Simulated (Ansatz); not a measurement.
# CdC2 (built on the sites of a database entry of MgC2): a soft mode frozen in

Aim: this structure of CdC2 (built on the sites of a database entry of MgC2) is to be tested for unstable modes, and one is followed downhill.

Program: Ansatz 0.2.0. Level of theory: DFT PBE, scalar-relativistic, plane waves, norm-conserving pseudopotentials. Results are calculated unless marked as measured.

The structure was built from a prototype and need not be the compound's stable phase.

## 1. The starting structure

It takes space group P4_2/mnm (No. 136, tetragonal). Conventional cell: a = 3.965 Å, b = 3.965 Å, c = 5.913 Å, α = 90.00°, β = 90.00°, γ = 90.00°. Nearest to Cd lie 2 C at 2.18 Å. C has 1 C at 1.25 Å and 1 Cd at 2.18 Å nearest. Farther neighbours are not listed.

Structure file:

```cif
data_structure
_symmetry_space_group_name_H-M 'P4_2/mnm'
_symmetry_Int_Tables_number 136
_cell_length_a 3.9651
_cell_length_b 3.9651
_cell_length_c 5.9125
_cell_angle_alpha 90.000
_cell_angle_beta 90.000
_cell_angle_gamma 90.000
_cell_volume 92.96
loop_
_atom_site_label
_atom_site_type_symbol
_atom_site_symmetry_multiplicity
_atom_site_Wyckoff_symbol
_atom_site_fract_x
_atom_site_fract_y
_atom_site_fract_z
_atom_site_occupancy
Cd1 Cd 2 b 0.50000 0.50000 0.00000 1
C1 C 4 f 0.88847 0.88847 0.00000 1
```

## 2. The dispersion

The cell comes from relaxations at this level that are not shown. Stability and thermal properties need the whole zone. Linear response on a 2×2×2 q mesh gives force constants as far as a supercell of that size would, and the tensors from the zone-centre run are typed in so that the long-range dipole term is interpolated apart.

File input.yaml:

```yaml
crystal:
  lattice:
    - [3.9651099776, 0.0, 0.0]
    - [0.0, 3.9651099776, 0.0]
    - [0.0, 0.0, 5.9125324408]
  atoms:
    - { symbol: Cd, position: [0.5, 0.5, 0.0] }
    - { symbol: Cd, position: [0.0, 0.0, 0.5] }
    - { symbol: C, position: [0.8884665355, 0.8884665355, 0.0] }
    - { symbol: C, position: [0.6115334645, 0.3884665355, 0.5] }
    - { symbol: C, position: [0.1115334645, 0.1115334645, 0.0] }
    - { symbol: C, position: [0.3884665355, 0.6115334645, 0.5] }
kpoints:
  mp_grid: { grid: [8, 8, 4] }
hamiltonian:
  xc: pbe
  pseudopotentials: { kind: nc }
scf:
  occupations: { method: fixed }
output:
  eigenvalues: true
phonons:
  method: dfpt
  qmesh: [2, 2, 2]
  temperatures: { t_max: 1000, t_step: 50 }
  qpath:
    path:
      - [[0.0, 0.0, 0.0], [0.0, 0.5, 0.0], [0.5, 0.5, 0.0], [0.0, 0.0, 0.0], [0.0, 0.0, 0.5], [0.0, 0.5, 0.5], [0.5, 0.5, 0.5], [0.0, 0.0, 0.5]]
      - [[0.0, 0.5, 0.0], [0.0, 0.5, 0.5]]
      - [[0.5, 0.5, 0.0], [0.5, 0.5, 0.5]]
    npoints: 10
  non_analytic_term:
    high_frequency_dielectric_tensor: [[5.1272, 0.0, 0.0], [0.0, 5.1272, 0.0], [0.0, 0.0, 4.2171]]
    born_effective_charges:
      - { species: Cd, tensor: [[2.3804, -0.2215, 0.0], [-0.2215, 2.3804, 0.0], [0.0, 0.0, 2.3428]] }
      - { species: Cd, tensor: [[2.3804, 0.2215, 0.0], [0.2215, 2.3804, 0.0], [0.0, 0.0, 2.3428]] }
      - { species: C, tensor: [[-1.1902, 0.1581, 0.0], [0.1581, -1.1902, 0.0], [0.0, 0.0, -1.1714]] }
      - { species: C, tensor: [[-1.1902, -0.1581, 0.0], [-0.1581, -1.1902, 0.0], [0.0, 0.0, -1.1714]] }
      - { species: C, tensor: [[-1.1902, 0.1581, 0.0], [0.1581, -1.1902, 0.0], [0.0, 0.0, -1.1714]] }
      - { species: C, tensor: [[-1.1902, -0.1581, 0.0], [-0.1581, -1.1902, 0.0], [0.0, 0.0, -1.1714]] }
    source: "zone-centre run at this cell"
```

On the command line:

```
$ ansatz run input.yaml --threads 8 --pin off --max-ram 14336MiB --backend cpu --events-out ev --progress --plain --runs-dir out
```

Numbers of over 12 decimals in the logs are rounded to 6 here.

What it wrote:

```text
Warning: phonons: the dynamical matrix that this run interpolates holds no multipole term above the dipole-dipole one, and a site of this crystal is no centre of inversion, so its interpolated transverse optical and acoustic branches and sound speeds can stay off near Gamma, and the density of states and the thermodynamics with them. What a run solves at a wave vector of phonons.qpoints, Gamma apart, where the deck admits one, is free of this, and under fd what a larger phonons.supercell samples
Engine: ansatz 0.2.0, x86_64-unknown-linux-gnu
Pseudopotentials: kind: nc
Pseudopotential: Cd, nc, valence charge 20, recommended cutoff 1071 eV (normal), Cd.nc.azcp
Pseudopotential: C, nc, valence charge 4, recommended cutoff 1115.666836 eV (normal), C.nc.azcp
Functional definition: PBE
  parameter kappa = 0.804
  parameter beta = 0.066725
  exchange = pbe_x(kappa = kappa, mu = beta*pi^2/3)
  correlation = pbe_c(beta = beta)
Crystal: 6 atoms, lattice volume = 92.957 Å³
Basis set: ecut = 1115.666836 eV, 7829 PW (Γ), exchange–correlation on 96×96×144 points (8 copies of the dense FFT grid, shifted against one another)
Bands: 34, of which v1, the nominal top of the filled ones, is band 28 counted from 1 (27 counted from 0)
Symmetry: 16 space group operations
k-points: 45 of 256
Non-local potential: Cd, projectors of the file, l = 0: 2, l = 1: 2, l = 2: 2, l = 3: 1
Non-local potential: C, projectors of the file, l = 0: 2, l = 1: 2
Initial density: superposition of atomic densities (chi_scale 0.1, normalization cell, long waves kept (reshape's long-wave potential 0.00 eV rms))
Initial wavefunctions: pseudopotential atomic-orbital guess
Functional: x = pbe(κ = 0.804, μ = 0.219515), c = pbe(β = 0.066725)
SCF iter   1: F=—  HF=-10187.797289 eV  |F-HF|=—  |Δ(HF+E_count)|=         —  Δρ=9.88e-2  dr2=9.43e0  ethr=3.10e-3  ⟨swp⟩=5.0  Hψ=5964  notcnv=0  defer=156
preconditioner: auto → Resta (q_TF=auto, 2.507 Å⁻¹)  ε∞=6.0  [insulator: Δε(μ)=4.098 eV  Ē_g=10.878 eV  n_scr=28 (ndim 8)  ℏωp=24.4 eV  f_vac=0.000  ε∞_Penn≈6.0]
SCF iter   2: F=—  HF=-10184.983014 eV  |F-HF|=—  |Δ(HF+E_count)|=    2.81e0  Δρ=4.38e-2  dr2=1.68e0  ethr=3.10e-3  ⟨swp⟩=3.0  Hψ=3148  notcnv=0  defer=106
SCF iter   3: F=—  HF=-10184.446895 eV  |F-HF|=—  |Δ(HF+E_count)|=   5.36e-1  Δρ=8.04e-3  dr2=3.44e-2  ethr=2.99e-3  ⟨swp⟩=3.0  Hψ=3027  notcnv=0  defer=150
SCF iter   4: F=—  HF=-10184.452573 eV  |F-HF|=—  |Δ(HF+E_count)|=   5.68e-3  Δρ=1.67e-3  dr2=3.78e-3  ethr=6.15e-5  ⟨swp⟩=3.1  Hψ=2172  notcnv=0  defer=180
SCF iter   5: F=—  HF=-10184.453398 eV  |F-HF|=—  |Δ(HF+E_count)|=   8.24e-4  Δρ=4.85e-4  dr2=1.52e-4  ethr=6.75e-6  ⟨swp⟩=3.0  Hψ=2560  notcnv=0  defer=180
SCF iter   6: F=—  HF=-10184.453591 eV  |F-HF|=—  |Δ(HF+E_count)|=   1.94e-4  Δρ=1.75e-4  dr2=1.82e-5  ethr=2.71e-7  ⟨swp⟩=2.2  Hψ=2781  notcnv=0  defer=180
SCF iter   7: F=—  HF=-10184.453601 eV  |F-HF|=—  |Δ(HF+E_count)|=   9.45e-6  Δρ=4.75e-5  dr2=1.39e-6  ethr=3.26e-8  ⟨swp⟩=2.0  Hψ=2656  notcnv=0  defer=172
SCF iter   8: F=—  HF=-10184.453606 eV  |F-HF|=—  |Δ(HF+E_count)|=   5.64e-6  Δρ=8.82e-6  dr2=8.98e-8  ethr=2.49e-9  ⟨swp⟩=2.6  Hψ=2951  notcnv=0  defer=153
SCF iter   9: F=—  HF=-10184.453607 eV  |F-HF|=—  |Δ(HF+E_count)|=   6.09e-8  Δρ=1.35e-6  dr2=9.92e-10  ethr=1.60e-10  ⟨swp⟩=2.2  Hψ=2312  notcnv=0  defer=153
SCF iter  10: F=—  HF=-10184.453607 eV  |F-HF|=—  |Δ(HF+E_count)|=  8.86e-10  Δρ=2.44e-7  dr2=4.99e-11  ethr=1.77e-12  ⟨swp⟩=3.3  Hψ=3014  notcnv=0  defer=153
SCF iter  11: F=-10184.453607 eV  HF=-10184.453607 eV  |F-HF|=3.64e-12  |Δ(HF+E_count)|=  2.36e-11  Δρ=4.48e-8  dr2=1.86e-12  ethr=1.00e-12  ⟨swp⟩=17.3  Hψ=11550  notcnv=0
SCF 1 converged in 11 iterations: F = -10184.453607 eV  dr2 = 1.86e-12
NSCF: frozen V_eff on 45 k-points
NSCF: frozen V_eff on 102 k-points
DFPT response loops at q = (0, 0, 0) (fractional): preconditioner auto → Resta (q_TF=auto, 2.507 Å⁻¹)  ε∞=4.4 (no band partly filled); β = 1.00, the filter's whole step (`scf.mixing.beta` (0.50) is not read by the response loops at its default; to damp them type it under 1.00, their step now; it binds the ground state too); Broyden in place of MSR1
NSCF: frozen V_eff on 204 k-points
DFPT response loops at q = (0, 0, -0.5) (fractional): mixed as the last ones told, above
NSCF: frozen V_eff on 204 k-points
DFPT response loops at q = (0, -0.5, 0) (fractional): mixed as the last ones told, above
NSCF: frozen V_eff on 204 k-points
DFPT response loops at q = (0, -0.5, -0.5) (fractional): mixed as the last ones told, above
NSCF: frozen V_eff on 204 k-points
DFPT response loops at q = (-0.5, -0.5, 0) (fractional): mixed as the last ones told, above
NSCF: frozen V_eff on 204 k-points
DFPT response loops at q = (-0.5, -0.5, -0.5) (fractional): mixed as the last ones told, above
SCF converged after 11 iterations
Free energy (F): -10184.453607 eV
Harris-Foulkes:  -10184.453607 eV  (|F-HF|=3.64e-12)
Internal energy: -10184.453607 eV  (E = F + TS)
E sigma→0 (E₀):  -10184.453607 eV
Fermi energy:    7.147603 eV
--- Per-component energies (eV) ---
  E_band       = -987.850937
  E_kinetic    = 3691.880876
  E_local      = -10236.192598  (includes V_loc(G=0)·N_el)
  E_nonlocal   = 338.508956
  E_hartree    = 3305.174137
  E_xc         = -1546.631604
  E_vxc        = -1392.396442  (∫ρ·V_xc dr)
  E_ewald      = -5737.193374
  E_smearing   = -0.000000  (= −TS)
  E_closure    = -0.000000  (closes the sum)
  Σ components = -10184.453607   (vs F -10184.453607, Δ=0.00e0)
--- Band table (eV; the first three rows and the last of 45) ---
  k-point 0: bands = [... 24 lower, 4.6241, 5.8157, 5.8157, 5.9844, 10.7764, 11.9425, 13.0396, 13.0396, ... 2 higher]
  k-point 1: bands = [... 24 lower, 5.3487, 5.7957, 5.7957, 6.2257, 10.9057, 11.7130, 12.8846, 12.8846, ... 2 higher]
  k-point 2: bands = [... 24 lower, 5.7747, 5.7747, 6.2061, 6.2061, 11.2628, 11.2628, 12.7505, 12.7505, ... 2 higher]
  k-point 44: bands = [... 24 lower, 4.1777, 4.1777, 6.7827, 6.7827, 11.8799, 11.8799, 12.0157, 12.0157, ... 2 higher]
--- Phonons (Γ-DFPT): 4 representative perturbations + reference (Σ response iterations 13) ---
  ASR residual: 5.957e-5 → 0.000e0 eV/Å²; symmetrization residual: 3.660e-6 eV/Å²
  ASR residual per site (eV/Å²): 5.96e-5 5.96e-5 8.85e-6 8.85e-6 8.85e-6 8.85e-6
  Γ frequencies (cm⁻¹): -79.60 -79.60 -64.06 0.00 0.00 0.00 45.48 60.92 60.92 252.69 252.69 286.65 366.25 373.46 453.54 453.54 1946.97 1948.06
--- Phonons (arbitrary-q DFPT): 6 irreducible q on the 2×2×2 mesh ---
  q = [0.0000, 0.0000, 0.0000] (star 1, of the zone-centre solve; hermiticity 1.62e-7, symmetrization 3.77e-15): -79.60 -79.60 -64.06 -0.00 -0.00 0.00 45.48 60.92 60.92 252.69 252.69 286.65 366.25 373.46 453.54 453.54 1946.97 1948.06
  q = [0.0000, 0.0000, -0.5000] (star 1, 4 solved perturbations in 330 linear systems a pass and spin channel, the states on 102 of 256 k-point pairs; hermiticity 4.32e-8, symmetrization 6.61e-13, the responses' own estimated error 5.0e-5 eV/Å²): -82.70 -82.70 31.75 31.75 41.46 41.46 55.41 55.41 254.45 254.45 270.65 270.65 369.80 369.80 454.10 454.10 1947.50 1947.50
  q = [0.0000, -0.5000, 0.0000] (star 2, 6 solved perturbations on 102 of 256 k-point pairs; hermiticity 6.63e-8, symmetrization 1.38e-13, the responses' own estimated error 4.8e-5 eV/Å²): -12.64 -12.64 61.69 61.69 131.75 131.75 194.44 194.44 227.10 227.10 287.94 287.94 341.66 341.66 418.56 418.56 1948.83 1948.83
  q = [0.0000, -0.5000, -0.5000] (star 2, 6 solved perturbations on 102 of 256 k-point pairs; hermiticity 7.73e-8, symmetrization 4.60e-14, the responses' own estimated error 4.8e-5 eV/Å²): 21.32 21.32 71.24 71.24 170.69 170.69 194.04 194.04 226.81 226.81 278.49 278.49 342.92 342.92 418.42 418.42 1948.70 1948.70
  q = [-0.5000, -0.5000, 0.0000] (star 1, 4 solved perturbations in 330 linear systems a pass and spin channel, the states on 102 of 256 k-point pairs; hermiticity 7.36e-8, symmetrization 1.56e-13, the responses' own estimated error 3.0e-5 eV/Å²): -22.53 -22.53 43.77 43.77 77.44 77.44 166.33 166.33 269.00 269.00 289.56 289.56 331.60 331.60 473.91 473.91 1944.81 1944.81
  q = [-0.5000, -0.5000, -0.5000] (star 1, 4 solved perturbations in 330 linear systems a pass and spin channel, the states on 102 of 256 k-point pairs; hermiticity 5.57e-8, symmetrization 8.28e-14, the responses' own estimated error 4.7e-5 eV/Å²): 47.10 47.10 54.51 54.51 77.36 77.36 185.83 185.83 260.01 260.01 289.61 289.61 338.31 338.31 474.21 474.21 1944.56 1944.56
  sum rule: each row above includes the acoustic sum rule's correction from the zone centre's row sums; it moved no ω² by more than (0.59 cm⁻¹)²
  mesh force constants: q→R imaginary residual 3.43e-18; ASR residual 5.957e-5 → 0.000e0 eV/Å²; symmetrization residual 4.974e-14 eV/Å²
  interpolated dispersion: 94 rows × 18 modes
  density of states and harmonic sums: on the 16×16×12 q-mesh, interpolated from the force constants of a 2×2×2 supercell (with the dipole–dipole term of supplied tensors)
  largest difference from the sums on the solved wave vectors: F 1.64e-1 eV, S 2.30e-4 and C_V 6.59e-5 eV/K
  zero-point energy: 0.445515 eV/cell   skipped modes (ω ≤ 0): 324, of them read as no rigid motion or as one in doubt: 321 (9.840e-1 modes/cell left out, lowest -82.70 cm⁻¹)   left out of the sums: 5.47e-2 of the cell's modes: C_V's classical limit lies that fraction below 3 k_B per atom; for a crystal, a wire or a layer, F and S can be off by more, and a phonons.interpolated_qmesh denser along its periods is the remedy for the sampling
```

Wall time 3.1 min (8 threads of Intel Xeon 6975P-C (Granite Rapids), shared host); peak memory 3.2 GiB; 24 min of CPU time.

Numbers from this step:

- gap on the k-mesh: 3.096 eV
- volume per atom: 15.49 Å³
- sum-rule residual before enforcement: 5.96e-5 eV/Å²
- lowest frequency on the path: -82.70 cm⁻¹
- point group: 4/mmm
- highest frequency on the path or at a solved wavevector: 1950 cm⁻¹
- highest optical mode at the zone centre (no LO-TO term): 1948 cm⁻¹
- lowest optical zone-centre mode: -79.6 cm⁻¹
- lowest mode on the q mesh (acoustic modes at Γ apart): -82.7 cm⁻¹

Frequencies (cm⁻¹) solved at each irreducible wavevector; negative means imaginary. Frequencies by wavevector, by row:

```csv
q in reciprocal lattice units,star,mode 1,mode 2,mode 3,mode 4,mode 16,mode 17,mode 18
0 0 0,1,-79.6,-79.6,-64.1,0,453.5,1947,1948
0 0 -0.5,1,-82.7,-82.7,31.8,31.8,454.1,1948,1948
0 -0.5 0,2,-12.6,-12.6,61.7,61.7,418.6,1949,1949
0 -0.5 -0.5,2,21.3,21.3,71.2,71.2,418.4,1949,1949
-0.5 -0.5 0,1,-22.5,-22.5,43.8,43.8,473.9,1945,1945
-0.5 -0.5 -0.5,1,47.1,47.1,54.5,54.5,474.2,1945,1945
```

Interpolated from a 2×2×2 q mesh, rough between the solved points, with the LO-TO term (at Γ the limit along the path; where Γ stands inside the path, tables give the limit on arrival). Phonon branches along the path, in cm⁻¹:

```csv
point,branch 1,branch 2,branch 3,branch 4,branch 15,branch 16,branch 17,branch 18
Γ,-80,-64,0,0,454,481,1947,1948
halfway,-38,32,35,47,436,456,1948,1948
X,-13,-13,62,62,419,419,1949,1949
halfway,-19,-19,54,54,446,446,1947,1947
M,-22,-22,44,44,474,474,1945,1945
halfway,-34,26,28,53,416,464,1945,1950
Γ,-80,-64,0,0,454,481,1947,1948
halfway,-81,-81,18,18,454,454,1947,1948
Z,-83,-83,32,32,454,454,1948,1948
halfway,-27,-27,54,54,442,442,1948,1948
R,21,21,71,71,418,418,1949,1949
halfway,32,32,64,64,446,446,1947,1947
A,47,47,54,54,474,474,1945,1945
halfway,-23,38,50,53,415,463,1945,1950
Z,-83,-83,32,32,454,454,1948,1948
jump to X,-13,-13,62,62,419,419,1949,1949
halfway,14,14,67,67,418,418,1949,1949
R,21,21,71,71,418,418,1949,1949
jump to M,-22,-22,44,44,474,474,1945,1945
halfway,36,36,46,46,474,474,1945,1945
A,47,47,54,54,474,474,1945,1945
```

Symmetry leaves 6 wavevectors to solve. The lowest mode among them, the acoustic zeros apart, lies at q = (0, 0, -0.5) and is imaginary, 82.7i cm⁻¹, so the energy falls along it.

## 3. The mode frozen in, largest atomic shift 0 Å

The mode followed lies at Γ with frequency 79.6i cm⁻¹ and is 2-fold degenerate, one of the unstable modes though not the softest. At small amplitude the distorted cell has space group no. 38 by a symmetry search on the positions. The undistorted cell that holds it gives the zero of energy on the same k mesh.

input.yaml, the sections that differ from step 2:

```yaml
scf:
  occupations: { method: gaussian, width: 0.02 }
output:
  forces: true
  stress: true
  eigenvalues: true
# crystal, kpoints, hamiltonian: as in step 2
# phonons: removed
```

What it wrote:

```text
[...]
Crystal: 6 atoms, lattice volume = 92.957 Å³
Basis set: ecut = 1115.666836 eV, 7829 PW (Γ), exchange–correlation on 90×90×144 points (8 copies of the dense FFT grid, shifted against one another)
Bands: 34, of which v1, the nominal top of the filled ones, is band 28 counted from 1 (27 counted from 0)
Symmetry: 16 space group operations
[...]
k-points: 45 of 256
[...]
k-point 0: bands = [... 24 lower, 4.6241, 5.8157, 5.8157, 5.9845, 10.7764, 11.9426, 13.0397, 13.0397, ... 1 higher]
  k-point 1: bands = [... 24 lower, 5.3487, 5.7957, 5.7957, 6.2258, 10.9057, 11.7131, 12.8847, 12.8847, ... 1 higher]
  k-point 2: bands = [... 24 lower, 5.7748, 5.7748, 6.2062, 6.2062, 11.2629, 11.2629, 12.7506, 12.7506, ... 1 higher]
  k-point 44: bands = [... 24 lower, 4.1778, 4.1778, 6.7827, 6.7827, 11.8799, 11.8799, 12.0158, 12.0158, ... 1 higher]
[key lines of the parts left out:]
SCF converged after 8 iterations
Free energy (F): -10184.453606 eV
Fermi energy:    8.695729 eV
P = ⅓ Tr σ = 0.0002 GPa (0.002 kbar)
```

The job ended after 2 s (8 threads; peak memory 1 GiB; 15 s of CPU time).

This step gave:

```yaml
pressure: 2.50e-4 GPa
energy_from_the_undistorted_cell: 0 meV/atom
```

At this level the gap is 3.10 eV on the k-mesh of the self-consistent run, which can miss the band edges.

## 4. The mode frozen in, largest atomic shift 0.22 Å

The atoms are moved along the unstable eigenvector, the largest shift by 0.22 Å, with the cell fixed.

input.yaml, the sections that differ from step 3:

```yaml
crystal:
  lattice:
    - [3.9651099776, 0.0, 0.0]
    - [0.0, 3.9651099776, 0.0]
    - [0.0, 0.0, 5.9125324408]
  atoms:
    - { symbol: Cd, position: [0.5128835781, 0.4871164219, 0.0] }
    - { symbol: Cd, position: [-0.0035589482, 0.0035589482, 0.5] }
    - { symbol: C, position: [0.8492334517, 0.9276996193, 0.0] }
    - { symbol: C, position: [0.6071307587, 0.3928692413, 0.5] }
    - { symbol: C, position: [0.0723003807, 0.1507665483, 0.0] }
    - { symbol: C, position: [0.3840638297, 0.6159361703, 0.5] }
# kpoints, hamiltonian, scf, output: as in step 3
```

What it wrote:

```text
[...]
Crystal: 6 atoms, lattice volume = 92.957 Å³
Basis set: ecut = 1115.666836 eV, 7829 PW (Γ), exchange–correlation on 90×90×144 points (8 copies of the dense FFT grid, shifted against one another)
Bands: 34, of which v1, the nominal top of the filled ones, is band 28 counted from 1 (27 counted from 0)
Symmetry: 4 space group operations
[...]
--- Band table (eV; the first three rows and the last of 63) ---
  k-point 0: bands = [... 24 lower, 4.5556, 5.8108, 5.9072, 5.9849, 10.6809, 11.8397, 12.9807, 13.0287]
  k-point 1: bands = [... 24 lower, 5.2630, 5.7899, 5.8973, 6.2131, 10.8022, 11.6080, 12.8589, 12.8952]
  k-point 2: bands = [... 24 lower, 5.7680, 5.7776, 6.1719, 6.2164, 11.0750, 11.2357, 12.7468, 12.7814]
  k-point 62: bands = [... 24 lower, 4.1871, 4.3927, 6.7049, 6.7714, 11.8722, 11.9047, 11.9221, 12.0184]
[key lines of the parts left out:]
SCF converged after 9 iterations
Free energy (F): -10184.461700 eV
Fermi energy:    8.701183 eV
P = ⅓ Tr σ = 0.1414 GPa (1.414 kbar)
```

Elapsed: 4 s, on 8 threads; peak memory 1.1 GiB.

Numbers from this step:

```yaml
pressure: 0.1414 GPa
gap_on_the_k_mesh: 3.134 eV
energy_from_the_undistorted_cell: -1.349 meV/atom
```

The energy, extrapolated to zero smearing, is -1.35 meV/atom against the undistorted cell.

The run ends at a pressure of 0.14 GPa, with forces up to 0.27 eV/Å.

## 5. Energy along the mode, all amplitudes (two of the runs are shown above)

An imaginary frequency means negative curvature, so the energy should fall and then rise again as anharmonic terms take over.

This step gave:

| Quantity | Value |
| --- | --- |
| depth at the lowest point sampled | 1.349 meV/atom |
| largest atomic shift at that point | 0.22 Å |

Energy from the parent against largest atomic shift:

```csv
largest atomic shift (Å),energy from the parent (meV/atom)
0.000,0
0.040,-0.114
0.080,-0.427
0.140,-1.07
0.220,-1.35
0.320,2.39
0.450,25.2
```

Displacement at unit largest shift by atom:

```csv
atom,x (Å),y (Å),z (Å),size
Cd1,0.232,-0.232,0.000,0.328
Cd2,-0.064,0.064,0.000,0.091
C3,-0.707,0.707,0.000,1.000
C4,-0.079,0.079,0.000,0.112
C5,-0.707,0.707,0.000,1.000
C6,-0.079,0.079,0.000,0.112
```

The lowest of the steps tried is at 0.22 Å, 1.35 meV/atom below the parent; the bottom of the well need not coincide with a step.

(Part 1 of 3 ends here.)

[Logs are printed without paths, hosts, clocks, repeated set-up lines and the standing remarks that a program may print on its own settings, such as how far it seeks lower states.]

[Hosts, paths, dates, database ids (printed as entryN), source tags and the programs' standing remarks are cut or masked in the printed files.]
